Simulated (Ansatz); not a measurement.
# Converging the field response of a NaI (001) film

Aim: a convergence study of the equivalent conductor thickness of a NaI (001) film, with the cost of each setting.

Method: plane-wave DFT, PBE, Ansatz PAW, in the first sound run; inputs show where later runs differ, in Ansatz 0.2.0.

This is a report of a sequence of runs, with the program logs left out and the cost of each run kept.

**1. Set-up**

The cell holds 10 atoms: 5 Na and 5 I. Its edges and angles: a = 4.575 Å, b = 4.575 Å, c = 30.940 Å, α = 90.0°, β = 90.0°, γ = 90.0°. It derives from NaI (rocksalt NaI). Vacuum lies along c.

**2. Single point, setting first choice**

The first choice: the default cutoff of 420 eV, a 6×6×1 mesh, 18 Å of vacuum, 0.1 V/Å and a tight threshold. Each later run changes one input against this one; other functionals and files bring their own cutoffs.

input.yaml reads:

```yaml
crystal:
  lattice:
    - [4.57498087, 0.0, 0.0]
    - [0.0, 4.57498087, 0.0]
    - [0.0, 0.0, 30.94]
  atoms:
    - { symbol: Na, position: [0.5, 0.5, 0.290885585] }
    - { symbol: I, position: [0.0, 0.0, 0.290885585] }
    - { symbol: Na, position: [0.0, 0.0, 0.3954427925] }
    - { symbol: I, position: [0.5, 0.5, 0.3954427925] }
    - { symbol: Na, position: [0.5, 0.5, 0.5] }
    - { symbol: I, position: [0.0, 0.0, 0.5] }
    - { symbol: Na, position: [0.0, 0.0, 0.6045572075] }
    - { symbol: I, position: [0.5, 0.5, 0.6045572075] }
    - { symbol: Na, position: [0.5, 0.5, 0.709114415] }
    - { symbol: I, position: [0.0, 0.0, 0.709114415] }
kpoints:
  mp_grid: { grid: [6, 6, 1] }
hamiltonian:
  xc: pbe
scf:
  occupations: { method: fixed }
  convergence: { dr2_threshold: 1.0e-10 }
efield:
  axis: 3
  dipole_correction: true
  ramp_position: 0.97
  ramp_width: 0.06
  amplitude: 0.1
output:
  write_potential: true
  write_density: true
  volumetric_format: npy
```

Run with:

```bash
ansatz run input.yaml --threads 4 --pin off --max-ram 6144MiB --backend cpu --events-out ev --progress --plain --runs-dir out
```

Wall time 11 s (4 threads of Intel Xeon Platinum 8488C (Sapphire Rapids), shared host); peak memory 1.5 GiB; 43 s of CPU time.

Numbers from this step:

```yaml
gap_on_the_k_mesh: 3.462 eV
dipole_along_the_normal: 0.1357 e·Å
equivalent_conductor_thickness_p_eps_0ae: 11.73 Å
```

Running mean over 3.235 Å of the planar mean, with the applied field; the ramp of the sawtooth is left out. Table of electron's electrostatic potential energy less the highest filled level by z:

```tsv
z (Å)	electron's electrostatic potential energy less the highest filled level (eV)
4	4.98
5	5.07
6	5.07
7	3.95
8	1.51
9	0.901
10	1.00
11	1.08
12	1.12
13	1.14
14	1.17
15	1.20
16	1.23
17	1.26
18	1.29
19	1.33
20	1.34
21	1.32
22	1.28
23	2.08
24	4.65
25	5.82
26	6.00
27	6.11
```

The dipole corresponds to a conductor 11.731 Å thick.

**3. Run, box 30.9 Å**

input.yaml, as its differences from that of step 2:

```diff
@@ -29,2 +29,4 @@
   amplitude: 0.1
+basis:
+  ecutwfc: "250 eV"
 output:
```

Run time: 5.2 s. Hardware: 4 threads; peak memory 0.86 GiB; 20 s of CPU time.

The dipole corresponds to a conductor 11.737 Å thick, +0.05 % from the first choice, at 0.46 times its CPU time.

**4. Single point, box 30.9 Å**

input.yaml, as its differences from that of step 3:

```diff
@@ -30,3 +30,3 @@
 basis:
-  ecutwfc: "250 eV"
+  ecutwfc: "330 eV"
 output:
```

It took 7.9 s on 4 threads; peak memory 1.2 GiB; 30 s of CPU time.

The dipole corresponds to a conductor 11.731 Å thick, +0.00 % from the first choice, at 0.70 times its CPU time.

**5. Single point, box 30.9 Å (run 2)**

input.yaml, as its differences from that of step 4:

```diff
@@ -30,3 +30,3 @@
 basis:
-  ecutwfc: "330 eV"
+  ecutwfc: "600 eV"
 output:
```

It took 19 s on 4 threads; peak memory 2.3 GiB.

The dipole corresponds to a conductor 11.731 Å thick, +0.00 % from the first choice, at 1.7 times its CPU time.

**6. Run, box 30.9 Å (run 2)**

input.yaml, as its differences from that of step 5:

```diff
@@ -17,3 +17,3 @@
 kpoints:
-  mp_grid: { grid: [6, 6, 1] }
+  mp_grid: { grid: [1, 1, 1] }
 hamiltonian:
@@ -29,4 +29,2 @@
   amplitude: 0.1
-basis:
-  ecutwfc: "600 eV"
 output:
```

Wall time 1.3 s (4 threads); peak memory 0.57 GiB; 4.1 s of CPU time.

The dipole corresponds to a conductor 12.742 Å thick, +8.62 % from the first choice, at 0.095 times its CPU time.

**7. Single point, box 30.9 Å (run 3)**

input.yaml, as its differences from that of step 6:

```diff
@@ -17,3 +17,3 @@
 kpoints:
-  mp_grid: { grid: [1, 1, 1] }
+  mp_grid: { grid: [2, 2, 1] }
 hamiltonian:
```

Wall time 2.4 s (4 threads); peak memory 1 GiB.

The dipole corresponds to a conductor 11.893 Å thick, +1.38 % from the first choice, at 0.20 times its CPU time.

**8. Single point, box 30.9 Å (run 4)**

input.yaml, as its differences from that of step 7:

```diff
@@ -17,3 +17,3 @@
 kpoints:
-  mp_grid: { grid: [2, 2, 1] }
+  mp_grid: { grid: [3, 3, 1] }
 hamiltonian:
```

Elapsed: 3.8 s, on 4 threads; peak memory 0.98 GiB.

The dipole corresponds to a conductor 11.749 Å thick, +0.16 % from the first choice, at 0.33 times its CPU time.

**9. Run, box 30.9 Å (run 3)**

input.yaml, as its differences from that of step 8:

```diff
@@ -17,3 +17,3 @@
 kpoints:
-  mp_grid: { grid: [3, 3, 1] }
+  mp_grid: { grid: [12, 12, 1] }
 hamiltonian:
```

Elapsed: 34 s, on 4 threads; peak memory 2.3 GiB; 2.2 min of CPU time.

The dipole corresponds to a conductor 11.731 Å thick, +0.00 % from the first choice, at 3.0 times its CPU time.

**10. Run, box 22.9 Å**

The cell differs from the one that the last finished run ended in (c 30.940 → 22.940 Å).

input.yaml, the sections that differ from step 9:

```yaml
crystal:
  lattice:
    - [4.57498087, 0.0, 0.0]
    - [0.0, 4.57498087, 0.0]
    - [0.0, 0.0, 22.94]
  atoms:
    - { symbol: Na, position: [0.5, 0.5, 0.2179598954] }
    - { symbol: I, position: [0.0, 0.0, 0.2179598954] }
    - { symbol: Na, position: [0.0, 0.0, 0.3589799477] }
    - { symbol: I, position: [0.5, 0.5, 0.3589799477] }
    - { symbol: Na, position: [0.5, 0.5, 0.5] }
    - { symbol: I, position: [0.0, 0.0, 0.5] }
    - { symbol: Na, position: [0.0, 0.0, 0.6410200523] }
    - { symbol: I, position: [0.5, 0.5, 0.6410200523] }
    - { symbol: Na, position: [0.5, 0.5, 0.7820401046] }
    - { symbol: I, position: [0.0, 0.0, 0.7820401046] }
kpoints:
  mp_grid: { grid: [6, 6, 1] }
# hamiltonian, scf, efield, output: as in step 9
```

Wall time 8 s (4 threads); peak memory 1.2 GiB; 31 s of CPU time.

The dipole corresponds to a conductor 11.715 Å thick, -0.13 % from the first choice, at 0.71 times its CPU time.

**11. Run, box 26.9 Å**

The cell differs from the one that the last finished run ended in (c 22.940 → 26.940 Å).

input.yaml, the sections that differ from step 10:

```yaml
crystal:
  lattice:
    - [4.57498087, 0.0, 0.0]
    - [0.0, 4.57498087, 0.0]
    - [0.0, 0.0, 26.94]
  atoms:
    - { symbol: Na, position: [0.5, 0.5, 0.2598366741] }
    - { symbol: I, position: [0.0, 0.0, 0.2598366741] }
    - { symbol: Na, position: [0.0, 0.0, 0.379918337] }
    - { symbol: I, position: [0.5, 0.5, 0.379918337] }
    - { symbol: Na, position: [0.5, 0.5, 0.5] }
    - { symbol: I, position: [0.0, 0.0, 0.5] }
    - { symbol: Na, position: [0.0, 0.0, 0.620081663] }
    - { symbol: I, position: [0.5, 0.5, 0.620081663] }
    - { symbol: Na, position: [0.5, 0.5, 0.7401633259] }
    - { symbol: I, position: [0.0, 0.0, 0.7401633259] }
# kpoints, hamiltonian, scf, efield, output: as in step 10
```

The job ended after 9.6 s (4 threads; peak memory 1.3 GiB).

The dipole corresponds to a conductor 11.731 Å thick, -0.00 % from the first choice, at 0.86 times its CPU time.

**12. Run, box 38.9 Å**

The cell differs from the one that the last finished run ended in (c 26.940 → 38.940 Å).

input.yaml, the sections that differ from step 11:

```yaml
crystal:
  lattice:
    - [4.57498087, 0.0, 0.0]
    - [0.0, 4.57498087, 0.0]
    - [0.0, 0.0, 38.94]
  atoms:
    - { symbol: Na, position: [0.5, 0.5, 0.333846944] }
    - { symbol: I, position: [0.0, 0.0, 0.333846944] }
    - { symbol: Na, position: [0.0, 0.0, 0.416923472] }
    - { symbol: I, position: [0.5, 0.5, 0.416923472] }
    - { symbol: Na, position: [0.5, 0.5, 0.5] }
    - { symbol: I, position: [0.0, 0.0, 0.5] }
    - { symbol: Na, position: [0.0, 0.0, 0.583076528] }
    - { symbol: I, position: [0.5, 0.5, 0.583076528] }
    - { symbol: Na, position: [0.5, 0.5, 0.666153056] }
    - { symbol: I, position: [0.0, 0.0, 0.666153056] }
# kpoints, hamiltonian, scf, efield, output: as in step 11
```

Run time: 14 s. Hardware: 4 threads; peak memory 1.8 GiB.

The dipole corresponds to a conductor 11.731 Å thick, +0.00 % from the first choice, at 1.3 times its CPU time.

**13. Single point, box 30.9 Å (run 5)**

input.yaml, the sections that differ from step 12:

```yaml
crystal:
  lattice:
    - [4.57498087, 0.0, 0.0]
    - [0.0, 4.57498087, 0.0]
    - [0.0, 0.0, 30.94]
  atoms:
    - { symbol: Na, position: [0.5, 0.5, 0.290885585] }
    - { symbol: I, position: [0.0, 0.0, 0.290885585] }
    - { symbol: Na, position: [0.0, 0.0, 0.3954427925] }
    - { symbol: I, position: [0.5, 0.5, 0.3954427925] }
    - { symbol: Na, position: [0.5, 0.5, 0.5] }
    - { symbol: I, position: [0.0, 0.0, 0.5] }
    - { symbol: Na, position: [0.0, 0.0, 0.6045572075] }
    - { symbol: I, position: [0.5, 0.5, 0.6045572075] }
    - { symbol: Na, position: [0.5, 0.5, 0.709114415] }
    - { symbol: I, position: [0.0, 0.0, 0.709114415] }
efield:
  axis: 3
  dipole_correction: true
  ramp_position: 0.97
  ramp_width: 0.06
  amplitude: 0.005
# kpoints, hamiltonian, scf, output: as in step 12
```

Run time: 11 s. Hardware: 4 threads; peak memory 1.5 GiB; 43 s of CPU time.

The dipole corresponds to a conductor 11.730 Å thick, -0.01 % from the first choice, at 0.99 times its CPU time.

**14. Run, box 30.9 Å (run 4)**

input.yaml, as its differences from that of step 13:

```diff
@@ -28,3 +28,3 @@
   ramp_width: 0.06
-  amplitude: 0.005
+  amplitude: 0.03
 output:
```

It took 11 s on 4 threads; peak memory 1.5 GiB.

The dipole corresponds to a conductor 11.730 Å thick, -0.01 % from the first choice, at 1.0 times its CPU time.

**15. Run, box 30.9 Å (run 5)**

input.yaml, as its differences from that of step 14:

```diff
@@ -28,3 +28,3 @@
   ramp_width: 0.06
-  amplitude: 0.03
+  amplitude: 0.3
 output:
```

Elapsed: 12 s, on 4 threads; peak memory 1.5 GiB; 46 s of CPU time.

The dipole corresponds to a conductor 11.738 Å thick, +0.07 % from the first choice, at 1.1 times its CPU time.

**16. Single point, box 30.9 Å (run 6)**

input.yaml, as its differences from that of step 15:

```diff
@@ -22,3 +22,3 @@
   occupations: { method: fixed }
-  convergence: { dr2_threshold: 1.0e-10 }
+  convergence: { dr2_threshold: 0.0001 }
 efield:
@@ -28,3 +28,3 @@
   ramp_width: 0.06
-  amplitude: 0.3
+  amplitude: 0.1
 output:
```

It took 11 s on 4 threads; peak memory 1.5 GiB.

The dipole corresponds to a conductor 11.727 Å thick, -0.04 % from the first choice, at 0.96 times its CPU time.

**17. Single point, box 30.9 Å (run 7)**

input.yaml, as its differences from that of step 16:

```diff
@@ -22,3 +22,3 @@
   occupations: { method: fixed }
-  convergence: { dr2_threshold: 0.0001 }
+  convergence: { dr2_threshold: 1.0e-06 }
 efield:
```

Elapsed: 11 s, on 4 threads; peak memory 1.5 GiB; 42 s of CPU time.

The dipole corresponds to a conductor 11.732 Å thick, +0.01 % from the first choice, at 0.98 times its CPU time.

**18. Single point, box 30.9 Å (run 8)**

input.yaml, as its differences from that of step 17:

```diff
@@ -22,3 +22,3 @@
   occupations: { method: fixed }
-  convergence: { dr2_threshold: 1.0e-06 }
+  convergence: { dr2_threshold: 1.0e-08 }
 efield:
```

It took 11 s on 4 threads; peak memory 1.5 GiB.

The dipole corresponds to a conductor 11.731 Å thick, -0.00 % from the first choice, at 1.00 times its CPU time.

**19. Run, box 30.9 Å (run 6)**

This step: plane-wave DFT, LDA, Ansatz PAW (Ansatz 0.2.0).

input.yaml, as its differences from that of step 18:

```diff
@@ -19,6 +19,6 @@
 hamiltonian:
-  xc: pbe
+  xc: lda
 scf:
   occupations: { method: fixed }
-  convergence: { dr2_threshold: 1.0e-08 }
+  convergence: { dr2_threshold: 1.0e-10 }
 efield:
```

It took 11 s on 4 threads; peak memory 1.5 GiB.

The dipole corresponds to a conductor 11.819 Å thick, +0.75 % from the first choice, at 1.0 times its CPU time.

**20. Single point, box 30.9 Å (run 9)**

This step: plane-wave DFT, r2SCAN, Ansatz PAW (Ansatz 0.2.0).

input.yaml, as its differences from that of step 19:

```diff
@@ -19,3 +19,3 @@
 hamiltonian:
-  xc: lda
+  xc: r2scan
 scf:
```

The job ended after 27 s (4 threads; peak memory 2.7 GiB).

The dipole corresponds to a conductor 11.400 Å thick, -2.82 % from the first choice, at 2.5 times its CPU time.

**21. Single point, box 30.9 Å (run 10)**

This step: plane-wave DFT, PBE, norm-conserving (Ansatz 0.2.0).

input.yaml, as its differences from that of step 20:

```diff
@@ -19,3 +19,4 @@
 hamiltonian:
-  xc: r2scan
+  xc: pbe
+  pseudopotentials: { kind: nc }
 scf:
```

Elapsed: 35 s, on 4 threads; peak memory 4 GiB; 2.3 min of CPU time.

The dipole corresponds to a conductor 11.743 Å thick, +0.11 % from the first choice, at 3.1 times its CPU time.

**22. Single point, box 30.9 Å (run 11)**

This step: plane-wave DFT, PBE, JTH PAW (Ansatz 0.2.0).

input.yaml, as its differences from that of step 21:

```diff
@@ -20,3 +20,3 @@
   xc: pbe
-  pseudopotentials: { kind: nc }
+  pseudopotentials: { kind: paw, source: jth }
 scf:
```

It took 40 s on 4 threads; peak memory 5.2 GiB; 2.6 min of CPU time.

The dipole corresponds to a conductor 11.738 Å thick, +0.06 % from the first choice, at 3.6 times its CPU time.

**23. The series together**

Times are for 4 threads of Intel Xeon Platinum 8488C (Sapphire Rapids), shared host. The series side by side:

```tsv
no.	setting	equivalent conductor thickness p/(ε₀AE) (Å)	time	memory (GiB)
1	first choice	11.73	11 s	1.5
2	cutoff 250 eV	11.74	5.2 s	0.86
3	cutoff 330 eV	11.73	7.9 s	1.2
4	cutoff 600 eV	11.73	19 s	2.3
5	mesh 1x1	12.74	1.3 s	0.57
6	mesh 2x2	11.89	2.4 s	1.0
7	mesh 3x3	11.75	3.8 s	0.98
8	mesh 12x12	11.73	34 s	2.3
9	vacuum 10 Å	11.72	8 s	1.2
10	vacuum 14 Å	11.73	9.6 s	1.3
11	vacuum 26 Å	11.73	14 s	1.8
12	field 0.005 V/Å	11.73	11 s	1.5
13	field 0.03 V/Å	11.73	11 s	1.5
14	field 0.3 V/Å	11.74	12 s	1.5
15	SCF threshold 1e-04 eV	11.73	11 s	1.5
16	SCF threshold 1e-06 eV	11.73	11 s	1.5
17	SCF threshold 1e-08 eV	11.73	11 s	1.5
18	LDA, Ansatz PAW (420 eV)	11.82	11 s	1.5
19	r2SCAN, Ansatz PAW (500 eV)	11.40	27 s	2.7
20	PBE, norm-conserving (1197 eV)	11.74	35 s	4.0
21	PBE, JTH PAW (1440 eV)	11.74	40 s	5.2
```

**24. Summary of results**

```
equivalent conductor thickness, first choice                : 11.73 Å
equivalent conductor thickness, cutoff 600 eV               : 11.73 Å
equivalent conductor thickness, mesh 1x1                    : 12.74 Å
equivalent conductor thickness, mesh 2x2                    : 11.89 Å
equivalent conductor thickness, vacuum 26 Å                 : 11.73 Å
equivalent conductor thickness, LDA, Ansatz PAW (420 eV)    : 11.82 Å
equivalent conductor thickness, r2SCAN, Ansatz PAW (500 eV) : 11.40 Å
```

In words: The first choice gives 11.73 Å. Numerical settings off by more than 1 % against it: mesh 1x1 (+8.6 %) and mesh 2x2 (+1.4 %). The cheapest single change that stays within 0.5 % is mesh 3x3, at 33 % of the CPU time. Functionals and files move it by +0.8 % (LDA, Ansatz PAW (420 eV)), -2.8 % (r2SCAN, Ansatz PAW (500 eV)), +0.1 % (PBE, norm-conserving (1197 eV)) and +0.1 % (PBE, JTH PAW (1440 eV)). The film is symmetric and its atoms are held, so the dipole is the electronic response to the field alone. Times of a few seconds on a shared host rank the settings only roughly. In 1 run of the series (vacuum 10 Å) the program warns that electrons reach the sawtooth's ramp, which makes dipole and work function less sure.

[Long decimals in the printed logs are rounded to 6 places.]

[Logs are printed without paths, hosts, clocks, repeated set-up lines and the standing remarks that a program may print on its own settings, such as how far it seeks lower states.]

[Hosts, paths, dates, database ids (printed as entryN), source tags and the programs' standing remarks are cut or masked in the printed files.]

[Maps of the electrostatic potential energy from Ansatz leave out the sawtooth potential of an applied field or a dipole correction, so their vacuum need not be flat; planar profiles and work functions include it.]
